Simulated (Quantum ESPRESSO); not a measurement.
# Li3TeBr (Pm-3m): phonons by linear response, part 3 of 3

How does Li3TeBr (Pm-3m) vibrate, and is this structure a minimum?

Quantum ESPRESSO 7.5; DFT LDA, scalar-relativistic, plane waves, PseudoDojo norm-conserving pseudopotentials.

So far, lowest frequency on the path (cm⁻¹): step 7 (dispersion) -194. Also highest frequency (cm⁻¹): step 7 570. The relaxed cell has a = 5.072 Å (conventional setting).

The structure was built from a prototype and need not be the compound's stable phase.

**10. Sum rules set otherwise (asr no)**

Without the rule the raw error of the acoustic modes shows.

The input, dynmat.in:

```
 &input
    fildyn='x.dyn1',
    asr='no',
    fileig='dynmat.eig',
    lperm=.true.,
 /
```

Launch:

```sh
$ dynmat.x -in dynmat.in > dynmat.out
```

Numbers of over 12 decimals in the logs are rounded to 6 here.

Output:

```text
[banner, memory and clock lines left out]
Program DYNMAT v.7.5

     Reading Dynamical Matrix from file x.dyn1
     ...Force constants read
     ...epsilon and Z* read
     A direction for q was not specified:TO-LO splitting will be absent

     Polarizability (A^3 units)
     multiply by 0.515209 for Clausius-Mossotti correction
        29.306610    0.000000    0.000000
         0.000000   29.306610    0.000000
         0.000000    0.000000   29.306610

     IR activities are in (D/A)^2/amu units

# mode   [cm-1]    [THz]      IR
    1   -168.81   -5.0607    6.8069
    2   -168.81   -5.0607    6.8069
    3   -168.81   -5.0607    6.8069
    4   -166.69   -4.9973    0.0000
    5   -166.69   -4.9973    0.0000
    6   -166.69   -4.9973    0.0000
    7     -2.16   -0.0647    0.0000
    8     -2.16   -0.0647    0.0000
    9     -2.16   -0.0647    0.0000
   10     57.99    1.7386    0.0064
   11     57.99    1.7386    0.0064
   12     57.99    1.7386    0.0064
   13    527.89   15.8258    5.6498
   14    527.89   15.8258    5.6498
   15    527.89   15.8258    5.6498

Electronic dielectric permittivity tensor (relative, adimensional)
         3.822879    0.000000    0.000000
         0.000000    3.822879    0.000000
         0.000000    0.000000    3.822879

 ... with zone-center polar mode contributions
         4.185555    0.000000    0.000000
         0.000000    4.185555   -0.000000
         0.000000   -0.000000    4.185555

[end of the log left out, with the tail of the file of modes that dynmat.x writes under the same name]
```

Elapsed: 0.45 s, on 1 thread of Arm Neoverse V1, shared host.

Zone-centre frequencies as printed; negative means imaginary. Modes:

```csv
mode,frequency (cm⁻¹)
1,-168.8
2,-168.8
3,-168.8
4,-166.7
5,-166.7
6,-166.7
7,-2.16
8,-2.16
9,-2.16
10,57.99
11,57.99
12,57.99
13,527.9
14,527.9
15,527.9
```

Against the first rule no mode moves by more than 2.2 cm⁻¹.

**11. Sum rules set otherwise: a sum rule for molecules or wires on a crystal**

This rule also removes rotations, which suits molecules and not a crystal; it is tried to see the harm.

The input, dynmat.in:

```
 &input
    fildyn='x.dyn1',
    asr='zero-dim',
    fileig='dynmat.eig',
    lperm=.true.,
 /
```

Launch:

```sh
$ dynmat.x -in dynmat.in > dynmat.out
```

Output:

```text
[banner, memory and clock lines left out]
Program DYNMAT v.7.5

     Reading Dynamical Matrix from file x.dyn1
     ...Force constants read
     ...epsilon and Z* read
     Acoustic Sum Rule: || Z*(ASR) - Z*(orig)|| =    1.081434E+00
     Acoustic Sum Rule: ||dyn(ASR) - dyn(orig)||=    3.343354E-02
     A direction for q was not specified:TO-LO splitting will be absent

     Polarizability (A^3 units)
     multiply by 0.515209 for Clausius-Mossotti correction
        29.306610    0.000000    0.000000
         0.000000   29.306610    0.000000
         0.000000    0.000000   29.306610

     IR activities are in (D/A)^2/amu units

# mode   [cm-1]    [THz]      IR
    1   -177.47   -5.3203    7.7872
    2   -177.47   -5.3203    7.7872
    3   -168.81   -5.0609    6.8494
    4   -115.97   -3.4766    0.0240
    5   -115.97   -3.4766    0.0240
    6     -0.00   -0.0000    0.0000
    7     -0.00   -0.0000    0.0000
    8     -0.00   -0.0000    0.0000
    9     -0.00   -0.0000    0.0000
   10      0.00    0.0000    0.0000
   11      0.00    0.0000    0.0000
   12     57.99    1.7385    0.0062
   13    522.03   15.6501    3.4745
   14    522.03   15.6501    3.4745
   15    527.89   15.8257    5.6770

Electronic dielectric permittivity tensor (relative, adimensional)
         3.822879    0.000000    0.000000
         0.000000    3.822879    0.000000
         0.000000    0.000000    3.822879

 ... with zone-center polar mode contributions
         4.082898    0.051586    0.051586
         0.051586    4.082898    0.051586
         0.051586    0.051586    4.082898

[end of the log left out, with the tail of the file of modes that dynmat.x writes under the same name]
```

Run time: 0.45 s. Hardware: 1 thread.

The program raised no error, yet the settings are not those of a careful run.

The fault: a sum rule for molecules or wires on a crystal; 3 optical modes are projected out to zero frequency, as if they were rotations.

For a crystal the rule has to be 'simple' or 'crystal'.

Zone-centre frequencies as printed; negative means imaginary. Modes:

```csv
mode,frequency (cm⁻¹)
1,-177.5
2,-177.5
3,-168.8
4,-116
5,-116
6,0
7,0
8,0
9,0
10,0
11,0
12,57.99
13,522
14,522
15,527.9
```

**12. The LO-TO splitting (1 0 0)**

A longitudinal polar mode sets up a macroscopic field that stiffens it; the term hangs on the direction from which q goes to zero.

The input, dynmat.in:

```
 &input
    fildyn='x.dyn1',
    asr='simple',
    fileig='dynmat.eig',
    q(1)=1.0,
    q(2)=0.0,
    q(3)=0.0,
 /
```

Launch:

```sh
$ dynmat.x -in dynmat.in > dynmat.out
```

Output:

```text
[banner, memory and clock lines left out]
Program DYNMAT v.7.5

     Reading Dynamical Matrix from file x.dyn1
     ...Force constants read
     ...epsilon and Z* read

     Polarizability (A^3 units)
     multiply by 0.515209 for Clausius-Mossotti correction
        29.306610    0.000000    0.000000
         0.000000   29.306610    0.000000
         0.000000    0.000000   29.306610

     IR activities are in (D/A)^2/amu units

# mode   [cm-1]    [THz]      IR
    1   -168.77   -5.0595    6.8493
    2   -168.77   -5.0595    6.8493
    3   -166.64   -4.9959    0.0000
    4   -166.64   -4.9959    0.0000
    5   -166.64   -4.9959    0.0000
    6    -40.68   -1.2197    5.5607
    7     -0.00   -0.0000    0.0000
    8     -0.00   -0.0000    0.0000
    9      0.00    0.0000    0.0000
   10     58.03    1.7396    0.0062
   11     58.03    1.7396    0.0062
   12     59.32    1.7785    0.2008
   13    527.90   15.8261    5.6771
   14    527.90   15.8261    5.6771
   15    552.53   16.5646    6.7711

[end of the log left out, with the tail of the file of modes that dynmat.x writes under the same name]
```

The job ended after 0.44 s (1 thread).

Read from the output:

```yaml
highest_mode_moved_by_the_lo_to_term: 552.5 cm⁻¹
```

Zone-centre frequencies as printed; negative means imaginary. Modes:

```csv
mode,frequency (cm⁻¹)
1,-168.8
2,-168.8
3,-166.6
4,-166.6
5,-166.6
6,-40.68
7,0
8,0
9,0
10,58.03
11,58.03
12,59.32
13,527.9
14,527.9
15,552.5
```

The field moves 3 modes; the highest of them now lies at 552 cm⁻¹, where the highest that moved away lay at 528.

**13. The dispersion under another sum rule (asr all)**

The sum rule corrects the force constants themselves, so it can shift branches at any wavevector, low ones most.

The input, matdyn.in:

```
 &input
    asr='all',
    flfrc='x.fc',
    flfrq='x.freq',
    flvec='x.modes',
    q_in_band_form=.true.,
    q_in_cryst_coord=.true.,
 /
8
  0.0000000   0.0000000   0.0000000   8  ! GAMMA
  0.0000000   0.5000000   0.0000000   8  ! X
  0.5000000   0.5000000   0.0000000   8  ! M
  0.0000000   0.0000000   0.0000000   8  ! GAMMA
  0.5000000   0.5000000   0.5000000   8  ! R
  0.0000000   0.5000000   0.0000000   1  ! X
  0.5000000   0.5000000   0.5000000   8  ! R
  0.5000000   0.5000000   0.0000000   1  ! M
```

Launch:

```sh
$ matdyn.x -in matdyn.in > matdyn.out
```

Output:

```text
[banner, memory and clock lines left out]
Program MATDYN v.7.5

 mass for atomic type   1 not given; uses mass from file x.fc
 mass for atomic type   2 not given; uses mass from file x.fc
 mass for atomic type   3 not given; uses mass from file x.fc

     WARNING: To use asr = 'all' for infrared-active solids, i.e., solids with nonzero
     Born effective charge, one must set read_lr = .true. in the matdyn.x input. Also,
     the flfrc file must have been constructed with write_lr = .true. in the q2r.x input.
     If the system is infrared inactive and you have nonzero Born effective charge due to
     numerical noise, you can ignore this warning.

 Norm of the difference between old and new effective charges:    3.4317e-16

 Huang before:    1   1   1   2,   residual stress:   0.000000
 Huang before:    1   1   1   3,   residual stress:  -0.000000
 Huang before:    1   1   2   2,   residual stress:   0.000000
 Huang before:    1   1   2   3,   residual stress:   0.000000
 Huang before:    1   1   3   3,   residual stress:   0.000000
 Huang before:    1   2   1   3,   residual stress:   0.000000
 Huang before:    1   2   2   2,   residual stress:  -0.000000
 Huang before:    1   2   2   3,   residual stress:  -0.000000
 Huang before:    1   2   3   3,   residual stress:  -0.000000
 Huang before:    1   3   2   2,   residual stress:   0.000000
 Huang before:    1   3   2   3,   residual stress:  -0.000000
 Huang before:    1   3   3   3,   residual stress:  -0.000000
 Huang before:    2   2   2   3,   residual stress:  -0.000000
 Huang before:    2   2   3   3,   residual stress:   0.000000
 Huang before:    2   3   3   3,   residual stress:  -0.000000

 Norm of the difference between old and new force-constants:   1.4961e-05

   You are using asr="all", please consider citing C. Lin, S. Ponc\'e and N. Marzari, npj Comput Mater 8, 236 (2022).
```

Elapsed: 0.62 s, on 1 thread.

At the labelled points the branches move by no more than 0.3 cm⁻¹. The log warns that this rule wants the long-range part of the force constants stored apart (write_lr, read_lr) in a polar crystal, which was not done.

**14. Summary of results**

```json
{
  "space group after relaxation": "Pm-3m",
  "volume per atom": "26.1 Å³",
  "gap on the k-mesh": "3.06 eV",
  "highest optical zone-centre mode (no LO-TO term)": "527.9 cm⁻¹",
  "lowest optical zone-centre mode": "-168.8 cm⁻¹",
  "highest mode moved by the LO-TO term": "552.5 cm⁻¹",
  "mean high-frequency dielectric constant": "3.82",
  "largest Born charge in size (third of the trace)": "1.64 e",
  "q mesh": "2×2×2",
  "lowest mode on the q mesh (acoustic ones at the zone centre apart)": "-194.2 cm⁻¹",
  "imaginary modes on the q mesh": "yes"
}
```

What this shows: Li3TeBr (Pm-3m) is unstable: a mode solved on the 2×2×2 mesh is imaginary, 194i cm⁻¹; its spectrum reaches 570 cm⁻¹. At the LDA level the optical modes of Li3TeBr (Pm-3m) at the zone centre (no LO-TO term) run from 169i to 528 cm⁻¹, so the structure is a saddle point, with 6 modes beyond 10i cm⁻¹ there. Along the directions run, the highest mode that the macroscopic field moves lies at 553 cm⁻¹. The most unstable solved mode lies at q = (-0.5, -0.5, -0.5), on the zone boundary, so the distortion that it points to doubles the cell. Of the 12 optical modes, 9 are infrared active alone and 3 are silent. These are harmonic frequencies at zero temperature: anharmonic shifts and linewidths and thermal expansion are left out. Spin-orbit coupling is left out, which can matter for the heavy elements here. The structure is a hypothetical one, built on a prototype.

[Host names and launcher messages were left out of these logs when they were recorded.]

[Logs are printed without paths, hosts, clocks, repeated set-up lines and the standing remarks that a program may print on its own settings, such as how far it seeks lower states.]

[Hosts, paths, dates, database ids (printed as entryN), source tags and the programs' standing remarks are cut or masked in the printed files.]
